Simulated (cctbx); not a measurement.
# Mn5Ni with cctbx, script by script

Library: cctbx 2025.11. The data are simulated by the first script.

## 1. Simulate the data

run.py:

```python
from cctbx import adptbx, crystal, miller, sgtbx, xray
from cctbx.array_family import flex
from iotbx.shelx import hklf
from scitbx import matrix
import scitbx.random

cs = crystal.symmetry(unit_cell=(5.606, 5.606, 8.418, 90, 90, 90), space_group_symbol='Hall: -I 4 2c')  # I4/mcm
atoms = [  # label, site, U (iso, or U11 U22 U33 U12 U13 U23 in A^2), occupancy
    ("Ni1", (0, 0, 0.25), (0.0185, 0.0185, 0.0182, 0.0000, 0.0000, 0.0000), 1),
    ("Mn1", (0.8494, 0.6506, 0.1408), (0.0238, 0.0238, 0.0276, -0.0038, -0.0005, 0.0005), 1),
    ("Mn2", (0.5, 0.5, 0), (0.0222, 0.0222, 0.0259, -0.0000, -0.0000, -0.0000), 1),
]
xs = xray.structure(crystal_symmetry=cs)
for label, site, u, occ in atoms:
    u = adptbx.u_cif_as_u_star(cs.unit_cell(), u) if isinstance(u, tuple) else u
    xs.add_scatterer(xray.scatterer(label, site=site, u=u, occupancy=occ))
xs.set_inelastic_form_factors(0.71073, "sasaki")
xs.show_summary()
p1 = xs.expand_to_p1()
ms = miller.build_set(p1, anomalous_flag=True, d_min=0.8)
flex.set_random_seed(543286)
scitbx.random.set_random_seed(543286)
ms = ms.select(flex.random_double(ms.size()) < 0.5)
i = ms.structure_factors_from_scatterers(p1, algorithm="direct").f_calc().as_intensity_array().data()
i = i * 20000 / flex.max(i)
sig = flex.sqrt(i + flex.pow2(0.04 * i) + 8 ** 2)
noise = scitbx.random.variate(scitbx.random.normal_distribution())(i.size())
data = ms.array(data=i + sig * noise, sigmas=sig).set_observation_type_xray_intensity()
with open("data.hkl", "w") as f:
    data.export_as_shelx_hklf(f)
print("reflections written:", data.size(), " <I/sigma> = %.1f" % flex.mean(data.data() / data.sigmas()))
for h, a, b in list(data.sort("data"))[:12]:
    print("%4d%4d%4d %9.1f %7.1f" % (h + (a, b)))
```

```console
$ python run.py
```

```text
Number of scatterers: 3
At special positions: 3
Unit cell: (5.606, 5.606, 8.418, 90, 90, 90)
Space group: I 4/m c m (No. 140)
reflections written: 1069  <I/sigma> = 5.5
  -1   3   0   21195.5   812.4
  -3  -1   0   20028.6   812.4
  -3   1   0   19770.2   812.4
   3   1   0   19053.3   812.4
  -1  -1  -4   13774.1   534.5
   1   1   4   13679.9   534.5
  -1   1   4   12177.0   534.5
  -3   3  -4   11391.0   454.2
   0  -4   4   11346.3   441.5
   0   4   4   10914.2   441.5
   3  -3  -4   10810.1   454.2
   3  -3   4   10779.2   454.2
```

Run time: 0.27 s on 1 thread of Arm Neoverse V2, with other jobs on the host, peak memory 0.07 GiB.

## 2. Symmetry

run.py:

```python
from cctbx import crystal, sgtbx, statistics
from cctbx.array_family import flex
from iotbx.shelx import hklf

p1 = crystal.symmetry(unit_cell=(5.606, 5.606, 8.418, 90, 90, 90), space_group_symbol="P 1")
raw = hklf.reader(file_name="data.hkl").as_miller_arrays(crystal_symmetry=p1, anomalous=True)[0]
print(raw.size(), "reflections to d = %.3f A" % raw.d_min())
isig = raw.data() / raw.sigmas()
print("centring   violations  <I/sigma> of those")
best = "P"
for c in "ABCIRF":
    a = raw.customized_copy(space_group_info=sgtbx.space_group_info("Hall: %s 1" % c)).sys_absent_flags().data()
    m = flex.mean(isig.select(a))
    print("%5s %10d of %5d %8.1f" % (c, (isig.select(a) > 4).count(True), a.count(True), m))
    if (isig.select(a) > 4).count(True) < 0.01 * a.count(True):
        best = c
raw = raw.select(~raw.customized_copy(space_group_info=sgtbx.space_group_info("Hall: %s 1" % best)).sys_absent_flags().data())
isig = raw.data() / raw.sigmas()
rows = []
for s in sgtbx.space_group_symbol_iterator():
    g = sgtbx.space_group(s)
    if g.conventional_centring_type_symbol() != best or not g.is_compatible_unit_cell(p1.unit_cell(), 1e-3, 0.02):
        continue
    rows.append((s, g))
print("Laue class    unique    Rint  (classes that these axes allow; Friedel mates merged)")
rint = {}
for s, g in rows:
    laue = g.build_derived_patterson_group()
    key = laue.type().hall_symbol()
    if key not in rint:
        m = raw.customized_copy(space_group_info=laue.info(), anomalous_flag=False).merge_equivalents()
        rint[key] = m.r_int()
        print("%-14s %6d %7.3f" % (laue.type().lookup_symbol(), m.array().size(), m.r_int()))
floor = min(rint.values())
good = [(s, g) for s, g in rows if rint[g.build_derived_patterson_group().type().hall_symbol()] < 2 * floor + 0.03]
top = max(g.build_derived_patterson_group().order_z() for s, g in good)
print("space group    extra absences  I>4sigma  <I/sigma>")
for s, g in good:
    laue = g.build_derived_patterson_group()
    if laue.order_z() != top:
        continue
    a = raw.customized_copy(space_group_info=g.info()).sys_absent_flags().data()
    a &= ~raw.customized_copy(space_group_info=laue.info()).sys_absent_flags().data()
    bad = (isig.select(a) > 4).count(True)
    if bad <= 0.03 * a.count(True):
        print("%-16s %8d %10d %9s  %s" % (s.universal_hermann_mauguin(), a.count(True), bad, "%.1f" % flex.mean(isig.select(a)) if a.count(True) else "-", "centric" if g.is_centric() else "acentric"))
laue = max(good, key=lambda t: t[1].build_derived_patterson_group().order_z())[1].build_derived_patterson_group()
f = raw.customized_copy(space_group_info=laue.info(), anomalous_flag=False).merge_equivalents().array().eliminate_sys_absent().f_sq_as_f()
f.set_observation_type_xray_amplitude()
bins = max(3, min(8, f.size() // 12))
f.setup_binner(n_bins=bins)
w = statistics.wilson_plot(f, {e: n / laue.order_z() for e, n in {'Ni': 4.0, 'Mn': 20.0}.items()}, e_statistics=True)
print("Wilson B = %.2f A^2   <|E^2-1|> = %.3f (0.968 centric, 0.736 acentric)   E^2>4: %.1f %%" % (w.wilson_b, w.mean_e_sq_minus_1, w.percent_e_sq_gt_2))
print("shell (A)         n   <I/sigma>")
m = raw.customized_copy(space_group_info=laue.info(), anomalous_flag=False).merge_equivalents().array().eliminate_sys_absent()
for b in m.setup_binner(n_bins=bins).range_used():
    sel = m.binner().selection(b)
    print("%5.2f - %4.2f %6d %8.1f" % (min(m.binner().bin_d_range(b)[0] if m.binner().bin_d_range(b)[0] > 0 else 99, 99), m.binner().bin_d_range(b)[1], sel.count(True), flex.mean((m.data() / m.sigmas()).select(sel))))
```

```console
$ python run.py
```

```text
1069 reflections to d = 0.801 A
centring   violations  <I/sigma> of those
    A        158 of   493      5.5
    B        174 of   528      5.7
    C        164 of   529      4.9
    I          0 of   534      0.0
    R        240 of   689      5.7
    F        248 of   775      5.4
Laue class    unique    Rint  (classes that these axes allow; Friedel mates merged)
I 1 2/m 1         277   0.031
I 1 1 2/m         264   0.030
I 2/m 1 1         277   0.033
I m m m           170   0.034
I 4/m             147   0.039
I 4/m m m          99   0.039
space group    extra absences  I>4sigma  <I/sigma>
I 4 2 2                 0          0         -  acentric
I 4 m m                 0          0         -  acentric
I 4 c m                61          0       0.1  acentric
I -4 m 2                0          0         -  acentric
I -4 c 2               61          0       0.1  acentric
I -4 2 m                0          0         -  acentric
I 4/m m m               0          0         -  centric
I 4/m c m              61          0       0.1  centric
Wilson B = 1.69 A^2   <|E^2-1|> = 0.981 (0.968 centric, 0.736 acentric)   E^2>4: 3.3 %
shell (A)         n   <I/sigma>
 4.67 - 1.58     17     23.2
 1.58 - 1.27     12     26.8
 1.27 - 1.11     13     22.2
 1.11 - 1.01     12     28.1
 1.01 - 0.94     10     31.3
 0.94 - 0.88     12     21.1
 0.88 - 0.84      9     18.7
 0.84 - 0.80     14     12.7
```

Time: 0.29 s.

## 3. Patterson map

run.py:

```python
from cctbx import crystal, maptbx
from iotbx.shelx import hklf

cs = crystal.symmetry(unit_cell=(5.606, 5.606, 8.418, 90, 90, 90), space_group_symbol='Hall: -I 4 2c')  # I4/mcm
raw = hklf.reader(file_name="data.hkl").as_miller_arrays(crystal_symmetry=cs, anomalous=True)[0]
merged = raw.eliminate_sys_absent().merge_equivalents()
fo2 = merged.array().set_observation_type_xray_intensity()
f = fo2.average_bijvoet_mates().f_sq_as_f()
pm = f.patterson_map(symmetry_flags=maptbx.use_space_group_symmetry, sharpening=False, resolution_factor=0.25)
peaks = pm.peak_search(parameters=maptbx.peak_search_parameters(min_distance_sym_equiv=0.4, max_clusters=14)).all()
top = peaks.heights()[0]
print("Patterson group", f.patterson_symmetry().space_group_info())
print("      u       v       w   height  length (A)")
for x, h in zip(peaks.sites(), peaks.heights()):
    y = [t - round(t) for t in x]
    print("%7.3f %7.3f %7.3f %8.1f %8.2f" % (x + (1000 * h / top, cs.unit_cell().length(y))))
```

```console
$ python run.py
```

```text
Patterson group I 4/m m m
      u       v       w   height  length (A)
  0.000   0.000   0.000   1000.0     0.00
  0.000   0.000   0.262    606.0     2.20
  0.000   0.000   0.500    343.1     4.21
  0.151   0.351   0.122    268.5     2.38
  0.000   0.301   0.500    250.9     4.53
  0.214   0.214   0.500     94.7     4.54
  0.000   0.300   0.215     83.2     2.47
  0.250   0.250   0.250     30.6     2.89
  0.072   0.072   0.124    -31.9     1.19
  0.077   0.236   0.000    -40.8     1.39
```

Time: 0.27 s.

## 4. Charge flipping

run.py:

```python
import itertools
from cctbx import crystal, maptbx
from cctbx.array_family import flex
from iotbx.shelx import hklf
from smtbx.ab_initio import charge_flipping as cf

cs = crystal.symmetry(unit_cell=(5.606, 5.606, 8.418, 90, 90, 90), space_group_symbol='Hall: -I 4 2c')  # I4/mcm
raw = hklf.reader(file_name="data.hkl").as_miller_arrays(crystal_symmetry=cs, anomalous=True)[0]
merged = raw.eliminate_sys_absent().merge_equivalents()
fo2 = merged.array().set_observation_type_xray_intensity()
f = fo2.average_bijvoet_mates().f_sq_as_f().resolution_filter(d_min=0.9)
p1 = f.expand_to_p1()
p1.setup_binner_counting_sorted(reflections_per_bin=max(40, p1.size() // 12))
work = p1.array(data=p1.data() / p1.amplitude_quasi_normalisations().data())
flex.set_random_seed(25707)
it = cf.weak_reflection_improved_iterator(delta=None, weak_reflection_fraction=0.2)
it.start(work, phases=flex.random_double(p1.size()) * 6.2832, f_000=0)
it.delta = 1.1 * it.rho_map.sigma()
print("cycle      R  skewness")
for n, st in enumerate(itertools.islice(it, 100)):
    if n % 8 == 0:
        print("%5d %6.3f %8.2f" % (n, st.r1_factor(), st.rho_map.skewness()))
rho = p1.phase_transfer(it.f_calc).fft_map().apply_volume_scaling()
polish = cf.low_density_elimination_iterator(constant_rho_c=rho.sigma())
polish.start(f_obs=p1, phases=it.f_calc, f_000=0)
for _ in range(8):
    next(polish)
print("origin shift          correlation  skewness")
maps = []
for fc, shift, cc in itertools.islice(cf.f_calc_symmetrisations(f, polish.f_calc, 0), 4):
    m = f.phase_transfer(fc).fft_map(symmetry_flags=maptbx.use_space_group_symmetry, resolution_factor=0.25).apply_sigma_scaling()
    maps.append((m.skewness(), cc, m))
    print("%6.3f %6.3f %6.3f %10.3f %9.2f" % (tuple(shift) + (cc, m.skewness())))
skew, cc, m = max((t for t in maps if t[1] > maps[0][1] - 0.04), key=lambda t: t[0])
print("taken: symmetry correlation %.3f, skewness %.2f" % (cc, skew))
peaks = m.peak_search(parameters=maptbx.peak_search_parameters(min_distance_sym_equiv=0.9, max_clusters=8)).all()
sps = cs.special_position_settings(min_distance_sym_equiv=0.5)
print("peak      x       y       z  mult  height/sigma")
for k, (x, h) in enumerate(zip(peaks.sites(), peaks.heights())):
    ss = sps.site_symmetry(x)
    print("Q%-3d %7.4f %7.4f %7.4f %4d %8.1f" % ((k + 1,) + tuple(t % 1 for t in ss.exact_site()) + (ss.multiplicity(), h)))
```

```console
$ python run.py
```

```text
cycle      R  skewness
    0  0.607     0.35
    8  0.427     1.86
   16  0.342     1.94
   24  0.322     1.85
   32  0.330     1.83
   40  0.331     1.86
   48  0.321     1.75
   56  0.332     1.84
   64  0.320     1.75
   72  0.322     1.68
   80  0.347     1.75
   88  0.332     1.70
   96  0.323     1.69
origin shift          correlation  skewness
 0.152  0.656  0.061      0.980      3.73
 0.151  0.665  0.202      0.966      3.28
 0.455  0.764  0.301      0.910      3.83
 0.161  0.649  0.427      0.956      3.69
taken: symmetry correlation 0.980, skewness 3.73
peak      x       y       z  mult  height/sigma
Q1    0.0000  0.0000  0.2500    4      9.2
Q2    0.0000  0.0000  0.0000    4      7.4
Q3    0.1527  0.3473  0.1442   16      7.0
Q4    0.1118  0.3882  0.0000    8      0.8
Q5    0.0848  0.4152  0.3732   16      0.8
Q6    0.1981  0.3019  0.4120   16      0.5
Q7    0.0000  0.2719  0.2500   16      0.5
Q8    0.0857  0.1198  0.1295   32      0.3
```

Time: 0.32 s.

## 5. Refinement (model from the peaks)

run.py:

```python
import math
from cctbx import adptbx, crystal, maptbx, sgtbx, xray
from cctbx.array_family import flex
from cctbx.xray import observations
from iotbx.shelx import hklf
from scitbx.lstbx import normal_eqns_solving
from smtbx import absolute_structure, utils
from smtbx.refinement import constraints, least_squares

cs = crystal.symmetry(unit_cell=(5.606, 5.606, 8.418, 90, 90, 90), space_group_symbol='Hall: -I 4 2c')  # I4/mcm
atoms = [  # label, site, U (iso, or U11 U22 U33 U12 U13 U23 in A^2), occupancy
    ("Ni1", (0, 0, 0.25), 0.0200, 1),
    ("Mn1", (0, 0, 0), 0.0200, 1),
    ("Mn2", (0.1527, 0.3473, 0.1442), 0.0200, 1),
]
xs = xray.structure(crystal_symmetry=cs)
for label, site, u, occ in atoms:
    u = adptbx.u_cif_as_u_star(cs.unit_cell(), u) if isinstance(u, tuple) else u
    xs.add_scatterer(xray.scatterer(label, site=site, u=u, occupancy=occ))
xs.set_inelastic_form_factors(0.71073, "sasaki")
raw = hklf.reader(file_name="data.hkl").as_miller_arrays(crystal_symmetry=cs, anomalous=True)[0]
merged = raw.eliminate_sys_absent().merge_equivalents()
fo2 = merged.array().set_observation_type_xray_intensity()
print("Rint %.3f, %d unique reflections to %.2f A" % (merged.r_int(), fo2.size(), fo2.d_min()))
for sc in xs.scatterers():
    sc.flags.set_grad_site(True)
    sc.flags.set_grad_u_aniso(sc.flags.use_u_aniso())
    sc.flags.set_grad_u_iso(sc.flags.use_u_iso())
obs = fo2.as_xray_observations()
extra = {}
rep = constraints.reparametrisation(xs, [], utils.connectivity_table(xs), **extra)
ls = least_squares.crystallographic_ls(obs, rep, weighting_scheme=least_squares.mainstream_shelx_weighting(a=0, b=0))
print("cycle     R1     wR2    GooF  max shift (A)")
for cycle in range(6):
    ls.build_up()
    r1, wr2, goof = ls.r1_factor(cutoff_factor=2)[0], ls.wR2(), ls.goof()
    old = xs.sites_cart()
    normal_eqns_solving.levenberg_marquardt_iterations(ls, n_max_iterations=3, tau=0.0001, step_threshold=1e-7)
    big = flex.max((xs.sites_cart() - old).norms())
    print("%4d %7.4f %7.4f %7.3f %9.5f" % (cycle + 1, r1, wr2, goof, big))
    ls.build_up(objective_only=True)
    if abs(ls.wR2() - wr2) < 5e-5 and big < 5e-4:
        break
ls.build_up()
print("final R1 %.4f wR2 %.4f GooF %.3f  parameters %d  data/parameter %.1f" % (ls.r1_factor(cutoff_factor=2)[0], ls.wR2(), ls.goof(), ls.n_parameters, fo2.size() / ls.n_parameters))
cov = ls.covariance_matrix_and_annotations()
su = dict(zip(cov.annotations, (math.sqrt(max(v, 0)) for v in cov.matrix.matrix_packed_u_diagonal())))
a2 = cs.unit_cell().reciprocal_parameters()[0] ** -2
print("atom        x        y        z      Ueq    occ   su(xyz)  su(Uiso or U11)")
for sc in xs.scatterers():
    s = max(su.get(sc.label + k, 0) for k in (".x", ".y", ".z"))
    npd = "" if sc.is_positive_definite_u(cs.unit_cell()) else "  NPD"
    print("%-5s %8.5f %8.5f %8.5f %8.4f %6.3f %8.5f %7.4f%s" % ((sc.label,) + sc.site + (sc.u_iso_or_equiv(cs.unit_cell()), sc.occupancy, s, su.get(sc.label + ".uiso", su.get(sc.label + ".u11", 0) * a2), npd)))
fo = fo2.f_sq_as_f()
fc = fo.structure_factors_from_scatterers(xs, algorithm="direct").f_calc()
diff = fo.f_obs_minus_f_calc(1 / math.sqrt(ls.scale_factor()), fc).average_bijvoet_mates()
m = diff.fft_map(symmetry_flags=maptbx.use_space_group_symmetry, resolution_factor=0.25).apply_volume_scaling()
print("difference map: max %.2f min %.2f rms %.2f" % (m.statistics().max(), m.statistics().min(), m.statistics().sigma()))
peaks = m.peak_search(parameters=maptbx.peak_search_parameters(min_distance_sym_equiv=0.6, max_clusters=5)).all()
near = xs.closest_distances(peaks.sites(), distance_cutoff=4)
sps = cs.special_position_settings(min_distance_sym_equiv=0.5)
for k, (x, h) in enumerate(zip(peaks.sites(), peaks.heights())):
    ss = sps.site_symmetry(x)
    print("Q%-3d %7.4f %7.4f %7.4f %4d %7.2f  %.2f A from %s" % ((k + 1,) + tuple(t % 1 for t in ss.exact_site()) + (ss.multiplicity(), h, near.smallest_distances[k], xs.scatterers()[near.i_seqs[k]].label)))
```

```console
$ python run.py
```

```text
Rint 0.039, 85 unique reflections to 0.80 A
cycle     R1     wR2    GooF  max shift (A)
   1  0.1135  0.3005   9.965   0.03257
   2  0.0288  0.0793   2.631   0.00000
final R1 0.0288 wR2 0.0793 GooF 2.631  parameters 5  data/parameter 17.0
atom        x        y        z      Ueq    occ   su(xyz)  su(Uiso or U11)
Ni1    0.00000  0.00000  0.25000   0.0187  1.000  0.00000  0.0007
Mn1    0.00000  0.00000  0.00000   0.0244  1.000  0.00000  0.0007
Mn2    0.15078  0.34922  0.14078   0.0253  1.000  0.00017  0.0007
difference map: max 1.00 min -1.27 rms 0.23
Q1    0.0000  0.0000  0.0551    8    1.03  0.46 A from Mn1
Q2    0.0876  0.4124  0.1223   16    1.03  0.52 A from Mn2
Q3    0.2008  0.2992  0.1900   16    0.68  0.57 A from Mn2
Q4    0.2301  0.2699  0.1242   16    0.64  0.64 A from Mn2
Q5    0.2448  0.2552  0.5000    8    0.49  1.45 A from Mn2
```

Time: 0.4 s.

## 6. Refinement (anisotropic displacement)

run.py, as its changes from the last script of this kind:

```diff
@@ -12,3 +12,3 @@
-    ("Ni1", (0, 0, 0.25), 0.0200, 1),
-    ("Mn1", (0, 0, 0), 0.0200, 1),
-    ("Mn2", (0.1527, 0.3473, 0.1442), 0.0200, 1),
+    ("Ni1", (0, 0, 0.25), 0.0187, 1),
+    ("Mn1", (0, 0, 0), 0.0244, 1),
+    ("Mn2", (0.15078, 0.34922, 0.14078), 0.0253, 1),
@@ -20,0 +21 @@
+xs.convert_to_anisotropic()
@@ -34 +35 @@
-for cycle in range(6):
+for cycle in range(8):
@@ -38 +39 @@
-    normal_eqns_solving.levenberg_marquardt_iterations(ls, n_max_iterations=3, tau=0.0001, step_threshold=1e-7)
+    normal_eqns_solving.levenberg_marquardt_iterations(ls, n_max_iterations=3, tau=1e-06, step_threshold=1e-7)
@@ -59 +60 @@
-peaks = m.peak_search(parameters=maptbx.peak_search_parameters(min_distance_sym_equiv=0.6, max_clusters=5)).all()
+peaks = m.peak_search(parameters=maptbx.peak_search_parameters(min_distance_sym_equiv=0.6, max_clusters=6)).all()
```

```console
$ python run.py
```

```text
Rint 0.039, 85 unique reflections to 0.80 A
cycle     R1     wR2    GooF  max shift (A)
   1  0.0287  0.0793   2.718   0.00136
   2  0.0125  0.0272   0.930   0.00000
final R1 0.0125 wR2 0.0272 GooF 0.930  parameters 10  data/parameter 8.5
atom        x        y        z      Ueq    occ   su(xyz)  su(Uiso or U11)
Ni1    0.00000  0.00000  0.25000   0.0186  1.000  0.00000  0.0003
Mn1    0.00000  0.00000  0.00000   0.0240  1.000  0.00000  0.0003
Mn2    0.15063  0.34937  0.14086   0.0251  1.000  0.00006  0.0003
difference map: max 0.31 min -0.46 rms 0.11
Q1    0.2372  0.2628  0.0785   16    0.31  0.86 A from Mn2
Q2    0.0000  0.2515  0.2500   16    0.30  1.36 A from Mn2
Q3    0.0040  0.3153  0.0878   32    0.26  0.95 A from Mn2
Q4    0.1923  0.3077  0.2559   16    0.26  1.02 A from Mn2
Q5    0.0644  0.1735  0.5000   16    0.26  1.04 A from Mn1
Q6    0.1033  0.3967  0.3508   16    0.24  1.45 A from Mn2
```

It took 0.41 s on 1 thread of Arm Neoverse V2, on a shared host, peak memory 0.09 GiB.

[Logs are printed without paths, hosts, clocks, repeated set-up lines and the standing remarks that a program may print on its own settings, such as how far it seeks lower states.]
